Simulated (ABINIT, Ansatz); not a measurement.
# MgGeSe3 (Pm-3m): zone-centre phonons, part 4 of 4

Wanted: the vibrations of MgGeSe3 (Pm-3m) at Γ, by two programs.

ABINIT 10.8.3; DFT LDA, scalar-relativistic, plane waves, HGH norm-conserving pseudopotentials.

So far. Step 4 (Linear response at Γ): The acoustic modes at Γ come out as far as 1.1 cm⁻¹ from zero, where they should vanish, a small numerical error. The lowest optical mode is imaginary, 149i cm⁻¹, an instability at this level and on this k mesh. Step 5 (Modes with the sum rule): The rule moves no optical mode by more than 0.1 cm⁻¹.

The structure was built from a prototype and need not be the compound's stable phase.

**6. Cross-check with Ansatz**

The same cell goes through another code, with its own cutoff. The potentials differ.

This step: DFT LDA, scalar-relativistic, plane waves, PseudoDojo norm-conserving pseudopotentials (Ansatz 0.2.0).

File input.yaml:

```yaml
crystal:
  lattice:
    - [4.8846190555, 0.0, 0.0]
    - [0.0, 4.8846190555, 0.0]
    - [0.0, 0.0, 4.8846190555]
  atoms:
    - { symbol: Mg, position: [0.0, 0.0, 0.0] }
    - { symbol: Ge, position: [0.5, 0.5, 0.5] }
    - { symbol: Se, position: [0.5, 0.5, 0.0] }
    - { symbol: Se, position: [0.5, 0.0, 0.5] }
    - { symbol: Se, position: [0.0, 0.5, 0.5] }
kpoints:
  mp_grid: { grid: [6, 6, 6] }
hamiltonian:
  xc: lda
  pseudopotentials: { kind: nc, accuracy: standard }
scf:
  occupations: { method: gaussian, width: 0.27211 }
output:
  eigenvalues: true
phonons:
  method: dfpt
```

Command:

```console
$ ansatz run input.yaml --threads 4 --pin off --max-ram 8192MiB --backend cpu --events-out ev --progress --plain --runs-dir out
```

The program printed:

```text
zone centre: on kpoints.mp_grid the ground state, and the responses unless they are solved on pairs of k-points, stand on 64 of the mesh's 216 k-points, reduced under 8 symmetry operations, with k and −k counted as one. Each operation leaves every solved displacement unchanged or reverses it
Engine: ansatz 0.2.0, aarch64-unknown-linux-gnu
Pseudopotentials: kind: nc
Pseudopotential: Mg, nc, valence charge 10, recommended cutoff 1142.878222 eV (normal), Mg.nc.azcp (PseudoDojo's, or run here from an input of PseudoDojo's; its table is named by hamiltonian.pseudopotentials.accuracy)
Pseudopotential: Ge, nc, valence charge 14, recommended cutoff 1061.244064 eV (normal), Ge.nc.azcp (PseudoDojo's, or run here from an input of PseudoDojo's; its table is named by hamiltonian.pseudopotentials.accuracy)
Pseudopotential: Se, nc, valence charge 16, recommended cutoff 1170.089609 eV (normal), Se.nc.azcp (PseudoDojo's, or run here from an input of PseudoDojo's; its table is named by hamiltonian.pseudopotentials.accuracy)
Functional definition: SPW92
  exchange = slater_x
  correlation = pw_c
Crystal: 5 atoms, lattice volume = 116.545 Å³
Basis set: ecut = 1170.089609 eV, 10635 PW (Γ), exchange–correlation on 120×120×120 points (8 copies of the dense FFT grid, shifted against one another)
Bands: 44, of which v1, the nominal top of the filled ones, is band 36 counted from 1 (35 counted from 0)
Symmetry: 48 space group operations
k-points: 64 of 216 (irreducible under 8 space group operations)
Non-local potential: Mg, projectors of the file, l = 0: 2, l = 1: 2
Non-local potential: Ge, projectors of the file, l = 0: 2, l = 1: 2, l = 2: 2
Non-local potential: Se, projectors of the file, l = 0: 2, l = 1: 2, l = 2: 2
Initial density: superposition of atomic densities (chi_scale 0.1, normalization cell, long waves kept (reshape's long-wave potential 0.01 eV rms))
Initial wavefunctions: pseudopotential atomic-orbital guess
Functional: x = slater, c = lda
SCF iter   1: F=—  HF=-13934.354867 eV  |F-HF|=—  |Δ(HF+E_count)|=         —  Δρ=4.34e-2  dr2=1.60e0  ethr=3.10e-3  ⟨swp⟩=7.3  Hψ=11446  notcnv=0
preconditioner: auto → Kerker (q_TF=auto, 2.518 Å⁻¹)  [metal: Δε(μ)=0.199 eV  Ē_g=9.625 eV  σ=0.272 eV  W_gap=0.36  n_scr=26 (ndim 8)  ℏωp=16.9 eV  f_vac=0.004  D(μ)=1.73/eV (n_scr^D=6)]
SCF iter   2: F=—  HF=-13933.812785 eV  |F-HF|=—  |Δ(HF+E_count)|=   5.42e-1  Δρ=2.12e-2  dr2=4.12e-1  ethr=2.22e-3  ⟨swp⟩=1.6  Hψ=3394  notcnv=0  defer=13
SCF iter   3: F=—  HF=-13933.664079 eV  |F-HF|=—  |Δ(HF+E_count)|=   1.49e-1  Δρ=5.43e-3  dr2=2.87e-2  ethr=5.73e-4  ⟨swp⟩=2.1  Hψ=5379  notcnv=0  defer=13
SCF iter   4: F=—  HF=-13933.662038 eV  |F-HF|=—  |Δ(HF+E_count)|=   2.04e-3  Δρ=1.73e-3  dr2=3.62e-3  ethr=3.99e-5  ⟨swp⟩=2.0  Hψ=3526  notcnv=0  defer=32
SCF iter   5: F=—  HF=-13933.661045 eV  |F-HF|=—  |Δ(HF+E_count)|=   9.93e-4  Δρ=3.55e-4  dr2=3.66e-4  ethr=5.02e-6  ⟨swp⟩=2.0  Hψ=4915  notcnv=0  defer=32
SCF iter   6: F=—  HF=-13933.660959 eV  |F-HF|=—  |Δ(HF+E_count)|=   8.61e-5  Δρ=1.00e-4  dr2=1.05e-5  ethr=5.08e-7  ⟨swp⟩=2.0  Hψ=3324  notcnv=0  defer=33
SCF iter   7: F=—  HF=-13933.660955 eV  |F-HF|=—  |Δ(HF+E_count)|=   3.71e-6  Δρ=1.61e-5  dr2=4.34e-7  ethr=1.45e-8  ⟨swp⟩=2.0  Hψ=3579  notcnv=0  defer=33
SCF iter   8: F=—  HF=-13933.660722 eV  |F-HF|=—  |Δ(HF+E_count)|=   2.33e-4  Δρ=5.88e-6  dr2=2.37e-8  ethr=6.02e-10  ⟨swp⟩=2.0  Hψ=3350  notcnv=0  defer=96
SCF iter   9: F=—  HF=-13933.660722 eV  |F-HF|=—  |Δ(HF+E_count)|=   3.09e-9  Δρ=1.01e-6  dr2=1.12e-9  ethr=3.29e-11  ⟨swp⟩=2.0  Hψ=4872  notcnv=0  defer=96
SCF iter  10: F=—  HF=-13933.660722 eV  |F-HF|=—  |Δ(HF+E_count)|=  4.13e-10  Δρ=2.23e-7  dr2=3.62e-11  ethr=1.55e-12  ⟨swp⟩=2.0  Hψ=3147  notcnv=0  defer=96
SCF iter  11: F=-13933.660722 eV  HF=-13933.660722 eV  |F-HF|=1.82e-12  |Δ(HF+E_count)|=  1.27e-11  Δρ=5.29e-8  dr2=2.32e-12  ethr=1.00e-12  ⟨swp⟩=13.6  Hψ=15274  notcnv=0
SCF 1 converged in 11 iterations: F = -13933.660722 eV  dr2 = 2.32e-12
DFPT response loops at Γ: preconditioner auto → Kerker (q_TF=auto, 2.518 Å⁻¹) (partly filled bands, converged f_vac=0.003); β = 1.00, the filter's whole step (`scf.mixing.beta` (0.50) is not read by the response loops under this deck's `scf.mixing.preconditioner`; to damp them name `kerker` or `kerker_dos`, under which they read `scf.mixing.beta`, and type it under 1.00, their step now; both keys bind the ground state too); Broyden in place of MSR1
SCF converged after 11 iterations
Free energy (F): -13933.660722 eV
Harris-Foulkes:  -13933.660722 eV  (|F-HF|=1.82e-12)
Internal energy: -13933.555416 eV  (E = F + TS)
E sigma→0 (E₀):  -13933.608069 eV
Entropy (-TS):   -0.105306 eV (-21.061 meV/atom)
Fermi energy:    8.105118 eV
--- Per-component energies (eV) ---
  E_band       = -1642.131249
  E_kinetic    = 9135.969483
  E_local      = -11791.815447  (includes V_loc(G=0)·N_el)
  E_nonlocal   = -5911.081656
  E_hartree    = 4488.341072
  E_xc         = -2741.057996
  E_vxc        = -2051.885710  (∫ρ·V_xc dr)
  E_ewald      = -7113.910872
  E_smearing   = -0.105306  (= −TS)
  E_closure    = 0.000000  (closes the sum)
  Σ components = -13933.660722   (vs F -13933.660722, Δ=0.00e0)
--- Band table (eV; the first three rows and the last of 64) ---
  k-point 0: bands = [... 32 lower, 7.1924, 7.1924, 7.2316, 7.2316, 7.2316, 7.9330, 13.0958, 13.0958, ... 4 higher]
  k-point 1: bands = [... 32 lower, 6.8724, 6.8724, 6.9917, 7.2448, 7.2448, 9.0047, 12.8890, 13.2861, ... 4 higher]
  k-point 2: bands = [... 32 lower, 6.2699, 6.6466, 6.9077, 7.3087, 7.3087, 10.2618, 11.6255, 13.4230, ... 4 higher]
  k-point 63: bands = [... 32 lower, 7.2375, 7.3845, 8.8115, 8.8115, 8.8115, 10.1701, 10.1701, 10.1701, ... 4 higher]
--- Phonons (Γ-DFPT): 4 representative perturbations + reference, on 64 of 216 k-points (Σ response iterations 12) ---
  k mesh reduced under 8 symmetry operations, with k and −k counted as one. Each operation leaves every solved displacement unchanged or reverses it
  ASR residual: 1.267e-4 → 0.000e0 eV/Å²; symmetrization residual: 6.230e-5 eV/Å²
  ASR residual per site (eV/Å²): 1.27e-4 3.25e-5 5.63e-5 5.63e-5 5.63e-5
  Γ frequencies (cm⁻¹): -149.45 -149.45 -149.45 -114.75 -114.75 -114.75 -44.62 -44.62 -44.62 0.00 0.00 0.00 234.78 234.78 234.78
  non-analytic LO–TO correction: not included (Born effective charges unavailable; polar crystals: no LO–TO splitting at Γ)
```

The job ended after 2.6 min (4 threads of Arm Neoverse V1, shared host; peak memory 3.4 GiB; 10 min of CPU time).

Numbers from this step:

* sum-rule residual before enforcement: 1.27e-4 eV/Å²
* highest optical zone-centre mode (no LO-TO term): 234.8 cm⁻¹
* lowest optical zone-centre mode: -149.4 cm⁻¹

**7. Side by side: ABINIT HGH and Ansatz, PseudoDojo**

Numbers from this step:

| Item | Value |
| --- | --- |
| root-mean-square difference | 7.6 cm⁻¹ |
| largest difference | 14.6 cm⁻¹ |

Optical modes, paired by symmetry label. Frequencies side by side, by row:

```tsv
q (reciprocal lattice)	mode	ABINIT HGH (cm⁻¹)	Ansatz, PseudoDojo (cm⁻¹)
0 0 0	1	-149.2	-149.4
0 0 0	2	-149.2	-149.4
0 0 0	3	-149.2	-149.4
0 0 0	4	-113.8	-114.7
0 0 0	5	-113.8	-114.7
0 0 0	6	-113.8	-114.7
0 0 0	7	-48.7	-44.6
0 0 0	8	-48.7	-44.6
0 0 0	9	-48.7	-44.6
0 0 0	13	220.2	234.8
0 0 0	14	220.2	234.8
0 0 0	15	220.2	234.8
```

At the zone centre the largest difference (acoustic modes at Γ apart) is 7 % of the highest mode.

**8. Results**

```
space group after relaxation                                           : Pm-3m
volume per atom                                                        : 23.3 Å³
highest optical zone-centre mode (no LO-TO term)                       : 220.2 cm⁻¹
lowest optical zone-centre mode                                        : -149.2 cm⁻¹
imaginary optical modes at the zone centre (no q mesh in this session) : yes
largest difference from Ansatz, PseudoDojo                             : 14.6 cm⁻¹
```

What this shows: At the LDA level the optical modes of MgGeSe3 (Pm-3m) at the zone centre run from 149i to 220 cm⁻¹, so the structure is a saddle point, with 9 modes beyond 10i cm⁻¹ there. ABINIT HGH and Ansatz, PseudoDojo differ by 7.6 cm⁻¹ in the root mean square and by 14.6 cm⁻¹ at most, 6.6 % of the highest mode compared (acoustic modes at Γ left out); the two use different potentials, and the cell was not relaxed for the second set. These are harmonic frequencies at zero temperature: anharmonic shifts and linewidths and thermal expansion are left out. The HGH files keep few electrons and have no core correction, which is cheap but rough for Ge and Mg. In a metal the frequencies hang on the k mesh and the smearing, most of all near Kohn anomalies. The structure is a hypothetical one, built on a prototype.

[Host names and launcher messages were left out of these logs when they were recorded.]

[Logs are printed without paths, hosts, clocks, repeated set-up lines and the standing remarks that a program may print on its own settings, such as how far it seeks lower states.]

[Hosts, paths, dates, database ids (printed as entryN), source tags and the programs' standing remarks are cut or masked in the printed files.]
